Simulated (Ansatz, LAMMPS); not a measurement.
**A faulty run on liquid methanol at 298 K (96 atoms)**

Program: Ansatz 0.2.0. The cell: 16 C, 16 O and 64 H.

input.yaml reads:

```yaml
crystal:
  lattice:
    - [7.173572, 0.0, 0.0]
    - [0.0, 7.173572, 0.0]
    - [0.0, 0.0, 7.173572]
  atoms:
    - { symbol: C, position: [0.73166, 0.62838, 0.40139] }
    - { symbol: O, position: [0.63099, 0.5363, 0.43476] }
    - { symbol: H, position: [0.75664, 0.68094, 0.49031] }
    - { symbol: H, position: [0.71344, 0.68328, 0.3144] }
    - { symbol: H, position: [0.8205, 0.57074, 0.38076] }
    - { symbol: H, position: [0.62193, 0.47381, 0.36412] }
    - { symbol: C, position: [0.9584, 0.75324, 0.78388] }
    - { symbol: O, position: [0.04774, 0.72724, 0.67888] }
    - { symbol: H, position: [0.88631, 0.81314, 0.74094] }
    - { symbol: H, position: [0.99434, 0.80844, 0.86848] }
    - { symbol: H, position: [0.9135, 0.66274, 0.8199] }
    - { symbol: H, position: [0.11216, 0.66801, 0.70892] }
    - { symbol: C, position: [0.38136, 0.67114, 0.28112] }
    - { symbol: O, position: [0.25749, 0.72504, 0.272] }
    - { symbol: H, position: [0.43603, 0.70439, 0.37124] }
    - { symbol: H, position: [0.43805, 0.71021, 0.19957] }
    - { symbol: H, position: [0.36795, 0.56638, 0.28924] }
    - { symbol: H, position: [0.2684, 0.81501, 0.24368] }
    [... 72 atom lines left out ...]
    - { symbol: C, position: [0.71913, 0.04896, 0.77836] }
    - { symbol: O, position: [0.58792, 0.02966, 0.7348] }
    - { symbol: H, position: [0.7938, 0.05833, 0.69532] }
    - { symbol: H, position: [0.75136, 0.96485, 0.82771] }
    - { symbol: H, position: [0.72185, 0.13955, 0.82649] }
    - { symbol: H, position: [0.55549, 0.11469, 0.70065] }
kpoints:
  mp_grid: { grid: [1, 1, 1] }
hamiltonian:
  xc: pbe
  dispersion: d3bj
scf:
  occupations: { method: fermi_dirac, width: 0.05 }
  max_iter: 80
output:
  forces: true
```

Launch:

```bash
ansatz run input.yaml --threads 4 --pin off --max-ram 8192MiB --backend cpu --events-out ev --progress --plain --runs-dir out
```

Numbers of over 12 decimals in the logs are rounded to 6 here.

The log of the run:

```text
Engine: ansatz 0.2.0, x86_64-unknown-linux-gnu
Pseudopotentials: kind: paw
Pseudopotential: C, paw, valence charge 4, recommended cutoff 420 eV (normal), C.paw.azcp
Pseudopotential: O, paw, valence charge 6, recommended cutoff 420 eV (normal), O.paw.azcp
Pseudopotential: H, paw, valence charge 1, recommended cutoff 420 eV (normal), H.paw.azcp
[... 5 lines on functional and potentials left out ...]
Crystal: 96 atoms, lattice volume = 369.153 Å³
Basis set: ecut = 420 eV, 7123 PW (Γ), exchange–correlation on 96×96×96 points (8 copies of the dense FFT grid, shifted against one another)
Bands: 208, of which v1, the nominal top of the filled ones, is band 112 counted from 1 (111 counted from 0)
Symmetry: 1 space group operations
Space group: P1 (ITA 1), of the structure as read, at distance tolerance 7.2e-5 Å
k-points: 1
[... 7 lines on functional and potentials left out ...]
Initial density: superposition of atomic densities (neutral atoms: chi_scale 0, normalization atom), corrected by the library's trained network
Initial wavefunctions: pseudopotential atomic-orbital guess
Functional: x = pbe(κ = 0.804, μ = 0.219515), c = pbe(β = 0.066725)
SCF iter   1: F=—  HF=-13682.226684 eV  |F-HF|=—  |Δ(HF+E_count)|=         —  Δρ=4.79e-2  dr2=5.19e0  ethr=1.77e-3  ⟨swp⟩=6.0  Hψ=1011  notcnv=0  defer=59
preconditioner: auto → Resta (q_TF=auto, 2.510 Å⁻¹)  ε∞=2.2  [insulator: Δε(μ)=5.538 eV  Ē_g=25.728 eV  σ=0.050 eV  W_gap=1.00  n_scr=92 (ndim 8)  ℏωp=28.4 eV  f_vac=0.082  D(μ)=0.00/eV (n_scr^D=0)  ε∞_Penn≈2.2]
SCF iter   2: F=—  HF=-13680.913749 eV  |F-HF|=—  |Δ(HF+E_count)|=    1.31e0  Δρ=2.32e-2  dr2=1.05e0  ethr=1.77e-3  ⟨swp⟩=3.0  Hψ=357  notcnv=0  defer=90
SCF iter   3: F=—  HF=-13680.796246 eV  |F-HF|=—  |Δ(HF+E_count)|=   1.18e-1  Δρ=4.41e-3  dr2=4.99e-2  ethr=4.70e-4  ⟨swp⟩=4.0  Hψ=238  notcnv=0  defer=12
automatic band count: iteration 3 solves 130 bands in place of 208: the levels show a gap, and the empty bands left out lie too high to hold charge; the band table lists the bands solved (type scf.n_extra_bands for more)
SCF iter   4: F=—  HF=-13680.803867 eV  |F-HF|=—  |Δ(HF+E_count)|=   7.62e-3  Δρ=1.17e-3  dr2=3.61e-3  ethr=2.23e-5  ⟨swp⟩=2.0  Hψ=254  notcnv=0  defer=13
SCF iter   5: F=—  HF=-13680.806633 eV  |F-HF|=—  |Δ(HF+E_count)|=   2.77e-3  Δρ=3.16e-4  dr2=2.78e-4  ethr=1.61e-6  ⟨swp⟩=2.0  Hψ=219  notcnv=0  defer=13
SCF iter   6: F=—  HF=-13680.806832 eV  |F-HF|=—  |Δ(HF+E_count)|=   1.99e-4  Δρ=9.62e-5  dr2=2.30e-5  ethr=1.24e-7  ⟨swp⟩=2.0  Hψ=225  notcnv=0  defer=13
SCF iter   7: F=—  HF=-13680.806855 eV  |F-HF|=—  |Δ(HF+E_count)|=   2.29e-5  Δρ=2.76e-5  dr2=1.99e-6  ethr=1.02e-8  ⟨swp⟩=2.0  Hψ=228  notcnv=0  defer=13
SCF iter   8: F=-13680.806857 eV  HF=-13680.806857 eV  |F-HF|=1.81e-7  |Δ(HF+E_count)|=   2.07e-6  Δρ=7.20e-6  dr2=1.60e-7  ethr=1.65e-10  ⟨swp⟩=5.0  Hψ=542  notcnv=0
SCF 1 converged in 8 iterations: F = -13680.806857 eV  dr2 = 1.60e-7
[...]
SCF converged after 8 iterations
Free energy (F): -13680.806857 eV
Harris-Foulkes:  -13680.806857 eV  (|F-HF|=1.81e-7)
Internal energy: -13680.806857 eV  (E = F + TS)
E sigma→0 (E₀):  -13680.806857 eV
Fermi energy:    8.901954 eV
--- Per-component energies (eV) ---
  E_band       = -1250.029957
  E_kinetic    = 6492.927537
  E_local      = -17652.654332  (includes V_loc(G=0)·N_el)
  E_nonlocal   = 1815.147095
  E_hartree    = 6315.713017
  E_xc         = -2765.630506
  E_vxc        = -3514.005042  (∫ρ·V_xc dr)
  E_paw        = -4404.189843  (= ΣΔE_a)
  E_vpaw       = -1022.734695  (= ΣTr[D̂ρ^β])
  E_aug_tail   = -0.114863  (compensation charges beyond the density's cutoff)
  E_ewald      = -3472.114977
  E_disp       = -9.889985  (pairwise vdW)
  E_smearing   = -0.000000  (= −TS)
  E_closure    = -0.000000  (closes the sum)
  Σ components = -13680.806857   (vs F -13680.806857, Δ=0.00e0)
--- Forces (eV/Å), atoms counted from 1 ---
  atom   1  C     13.58817490    14.74545136    -1.77819602
  atom   2  O    -33.19997324    -6.57037466    41.58840594
  atom   3  H      8.62744312    17.87465755    23.96776709
  atom   4  H     -5.05290422    19.69971986   -27.59662002
  atom   5  H     24.50667818   -12.31228166    -5.68897872
  atom   6  H     -6.74420327   -29.11690624   -29.48504225
  atom   7  C     -8.53791877     0.27211165    16.13234972
  atom   8  O     -0.25745082    24.25120617   -54.40444322
  atom   9  H    -26.45051807    20.25671663   -11.95261364
  atom  10  H      9.74582649    15.45536036    24.14819910
  atom  11  H    -13.29463774   -23.09121139    10.25375572
  atom  12  H     34.00787294   -28.89414264    11.97461624
  atom  13  C     32.39443156   -14.28551469     4.95324852
  atom  14  O    -55.73873502    -2.45972871     9.11794729
[...]
atom  95  H      3.80491264    31.91142673    19.13120584
  atom  96  H    -12.87800463    27.44589299   -12.83742074
  max |Σ_I F_I| component: 6.00e-4 eV/Å
```

Run time: 1.2 s. Hardware: 4 threads of Intel Xeon 6975P-C (Granite Rapids), shared host; peak memory 0.57 GiB; 3.8 s of CPU time.

The column dr2 measures how far the density is from self-consistency, as an energy; F and HF (Harris–Foulkes) agree once it is small.

Against a sound run (Kohn-Sham DFT, PBE+D3(BJ), PAW (set soft_2), plane waves):

* r.m.s. difference of force components: 20990 meV/Å
* longest difference of force vectors: 66410 meV/Å
* force difference over r.m.s. force: 2689 %

Q: Name the fault and the fix.

A lattice far too small: crystal.lattice = [[7.173572, 0.0, 0.0], [0.0, 7.173572, 0.0], [0.0, 0.0, 7.173572]].

The fix is to restore the lattice.

The run converged all the same, so the exit status doesn't show the fault.

[Logs are printed without paths, hosts, clocks, repeated set-up lines and the standing remarks that a program may print on its own settings, such as how far it seeks lower states.]

[Hosts, paths, dates, database ids (printed as entryN), source tags and the programs' standing remarks are cut or masked in the printed files.]
